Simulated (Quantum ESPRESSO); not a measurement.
# Canted and collinear textures of Mn3Si, part 2 of 2

The moments of Mn3Si start in several directions and relax. Which textures last, and at what energy?

Quantum ESPRESSO 7.5; LDA; plane waves with GBRV 1.5 LDA potentials, no spin-orbit coupling.

So far, absolute magnetization (μB): 3.81 in steps 2, 3 and 4.

## Step 5: Start 4: 120 degrees in the xy plane

File pw.in:

```
&CONTROL
  calculation = 'scf'
  prefix = 'pwscf'
  outdir = './tmp'
  pseudo_dir = './pseudo'
  disk_io = 'nowf'
/
&SYSTEM
  ibrav = 0
  celldm(1) = 8
  nat = 4
  ntyp = 4
  ecutwfc = 34
  ecutrho = 238
  nbnd = 66
  occupations = 'smearing'
  smearing = 'fd'
  degauss = 0.00734986
  noncolin = .true.
  starting_magnetization(1) = 0.2333
  angle1(1) = 90
  angle2(1) = 0
  starting_magnetization(2) = 0.2333
  angle1(2) = 90
  angle2(2) = 120
  starting_magnetization(3) = 0.2333
  angle1(3) = 90
  angle2(3) = -120
  starting_magnetization(4) = 0
/
&ELECTRONS
  conv_thr = 8d-09
  electron_maxstep = 150
  mixing_beta = 0.3
/
ATOMIC_SPECIES
Mn1    54.9380 mn_lda_v1.5.uspp.F.UPF
Mn2    54.9380 mn_lda_v1.5.uspp.F.UPF
Mn3    54.9380 mn_lda_v1.5.uspp.F.UPF
Si     28.0850 si_lda_v1.uspp.F.UPF
CELL_PARAMETERS alat
   0.0000000000000    0.6758133053193    0.6758133053193
   0.6758133053193    0.0000000000000    0.6758133053193
   0.6758133053193    0.6758133053193    0.0000000000000
ATOMIC_POSITIONS crystal
Mn1     0.5000000000    0.5000000000    0.5000000000
Mn2     0.2500000000    0.2500000000    0.2500000000
Mn3     0.7500000000    0.7500000000    0.7500000000
Si      0.0000000000    0.0000000000    0.0000000000
K_POINTS automatic
5 5 5 0 0 0
```

Started as:

```bash
$ OMP_NUM_THREADS=1 mpirun -n 4 pw.x -nk 4 -in pw.in > pw.out
```

The program printed:

```text
     [... lines left out ...]
Program PWSCF v.7.5 starts
     [... lines left out ...]
     number of atoms/cell      =            4
     [... lines left out ...]
     number of electrons       =        49.00
     number of Kohn-Sham states=           66
     kinetic-energy cutoff     =      34.0000  Ry
     charge density cutoff     =     238.0000  Ry
     scf convergence threshold =      8.0E-09
     [... lines left out ...]
     Noncollinear calculation without spin-orbit
     [... lines left out ...]
      2 Sym. Ops. (no inversion) found
     [... lines left out ...]
     number of k points=    75  Fermi-Dirac smearing, width (Ry)=  0.0073
     [... lines left out ...]
     iteration # 24     ecut=    34.00 Ry     beta= 0.30
     [... lines left out ...]
     atom number    1 relative position :    0.6758   0.6758   0.6758
     [... lines left out ...]
     magnetization :          2.312075   -0.001785   -0.000000
     [... lines left out ...]
     atom number    2 relative position :    0.3379   0.3379   0.3379
     [... lines left out ...]
     magnetization :         -0.628826    0.001372    0.000000
     [... lines left out ...]
     atom number    3 relative position :    1.0137   1.0137   1.0137
     [... lines left out ...]
     magnetization :         -0.628838    0.000008   -0.000000
     [... lines left out ...]
     atom number    4 relative position :    0.0000   0.0000   0.0000
     [... lines left out ...]
     magnetization :          0.030804   -0.000035    0.000000
     [... lines left out ...]
     the Fermi energy is    16.7393 ev
!    total energy              =    -643.28638101 Ry
     estimated scf accuracy    <          3.3E-09 Ry
     smearing contrib. (-TS)   =      -0.00925044 Ry
     [... lines left out ...]
     total magnetization       =     1.13    -0.00     0.00 Bohr mag/cell
     absolute magnetization    =     3.81 Bohr mag/cell
     convergence has been achieved in  24 iterations
```

The job ended after 2.2 min (4 MPI ranks of Arm Neoverse V1, shared host; peak memory 0.54 GiB; 8.7 min of CPU time).

Spin moment in the atom's sphere by atom:

| atom | x (μB) | y (μB) | z (μB) | size |
| --- | --- | --- | --- | --- |
| Mn1 | 2.31 | 0.00 | 0.00 | 2.31 |
| Mn2 | -0.63 | 0.00 | 0.00 | 0.63 |
| Mn3 | -0.63 | 0.00 | 0.00 | 0.63 |
| Si4 | 0.03 | 0.00 | 0.00 | 0.03 |

Read from the output:

| Quantity | Value |
| --- | --- |
| smearing term TS | 0.1259 eV |
| magnetization | 1.133, 0, 0 μB |
| absolute magnetization | 3.806 μB |
| final state | ferrimagnetic |

## Step 6: An input with a fault

One input was spoiled on purpose, to see how the program answers.

File pw.in:

```
&CONTROL
  calculation = 'scf'
  prefix = 'pwscf'
  outdir = './tmp'
  pseudo_dir = './pseudo'
  disk_io = 'nowf'
/
&SYSTEM
  ibrav = 0
  nat = 4
  ntyp = 2
  ecutwfc = 34
  ecutrho = 238
  nbnd = 39
  occupations = 'smearing'
  smearing = 'fd'
  degauss = 0.00734986
  nspin = 2
  starting_magnetization(1) = 0.2333
  starting_magnetization(2) = 0
/
&ELECTRONS
  conv_thr = 8d-09
  electron_maxstep = 6
  mixing_beta = 0.3
/
ATOMIC_SPECIES
Mn     54.9380 mn_lda_v1.5.uspp.F.UPF
Si     28.0850 si_lda_v1.uspp.F.UPF
CELL_PARAMETERS angstrom
   0.0000000000    2.8610000000    2.8610000000
   2.8610000000    0.0000000000    2.8610000000
   2.8610000000    2.8610000000    0.0000000000
ATOMIC_POSITIONS crystal
Mn      0.5000000000    0.5000000000    0.5000000000
Mn      0.2500000000    0.2500000000    0.2500000000
Mn      0.7500000000    0.7500000000    0.7500000000
Si      0.0000000000    0.0000000000    0.0000000000
K_POINTS automatic
5 5 5 0 0 0
```

The program printed:

```text
     [... lines left out ...]
Program PWSCF v.7.5 starts
     [... lines left out ...]
     number of atoms/cell      =            4
     [... lines left out ...]
     number of electrons       =        49.00
     number of Kohn-Sham states=           39
     kinetic-energy cutoff     =      34.0000  Ry
     charge density cutoff     =     238.0000  Ry
     scf convergence threshold =      8.0E-09
     [... lines left out ...]
     48 Sym. Ops., with inversion, found
     [... lines left out ...]
     number of k points=    10  Fermi-Dirac smearing, width (Ry)=  0.0073
     [... lines left out ...]
     iteration #  6     ecut=    34.00 Ry     beta= 0.30
     [... lines left out ...]
     estimated scf accuracy    <       0.08724377 Ry
     total magnetization       =     4.66 Bohr mag/cell
     absolute magnetization    =     4.98 Bohr mag/cell
     [... lines left out ...]
     convergence NOT achieved after   6 iterations: stopping
[key lines of the parts left out:]
total energy              =    -643.24673929 Ry
```

Elapsed: 3.8 s, on 4 MPI ranks; peak memory 0.3 GiB.

Residual by cycle:

cycle, log10 residual and a bar from the least value:
```
        1        1.8 ##############################
        2        1.2 ####################
        3        1.6 ##########################
        4       -0.1 
        5        0.0 #
        6        0.1 ###
```

No converged result was reached; the numbers in the log don't describe the system.

After 6 cycles the residual stands at 1.2. The cap of 6 cycles in the input ended the loop.

The fault put into the input: too few SCF iterations.

## Step 7: Ranking

Textures, by row:

| start | final state | energy over the lowest (meV a seeded atom) | smallest moment (μB) | largest moment (μB) | net moment (μB a cell) | angles to the first moment (degrees) |
| --- | --- | --- | --- | --- | --- | --- |
| collinear parallel | ferrimagnetic | 0 | 0.6291 | 2.312 | 1.133 | 180 |
| 120 degrees, other chirality | ferrimagnetic | 0 | 0.6288 | 2.312 | 1.133 | 180 |
| random 2 | ferrimagnetic | 0 | 0.6285 | 2.312 | 1.133 | 180 |
| 120 degrees in the xy plane | ferrimagnetic | 0 | 0.6288 | 2.312 | 1.133 | 180 |

## Step 8: Outcome

| Quantity | Value |
| --- | --- |
| lowest start | collinear parallel, 120 degrees, other chirality, random 2 and 120 degrees in the xy plane |
| its final state | ferrimagnetic |
| its moments | 0.629 to 2.31 μB |
| its net moment | 1.13 μB a cell |

In words: No finished start ends non-collinear. The mesh is coarse, so differences of some ten meV can be noise where moments are itinerant. Without spin–orbit coupling only the angles between moments matter. Without spin–orbit coupling the two chiralities are mirror images and must agree. The cell holds only so many moments, so longer spirals cannot form in it. Energies are free energies at an electronic temperature of 1160 K, which lowers moments and differences where the moments are itinerant. The cutoff lies under the 40 Ry that these files are usually run at.

[Logs and program files are shortened in this print: banners, set-up blocks, solver, clock and traceback lines can be left out without a mark of their own.]

[Logs are printed without paths, hosts, clocks, repeated set-up lines and the standing remarks that a program may print on its own settings, such as how far it seeks lower states.]

[Hosts, paths, dates, database ids (printed as entryN), source tags and the programs' standing remarks are cut or masked in the printed files.]

[Where a cell is said to come from a database of computed structures, the database is the Materials Project.]
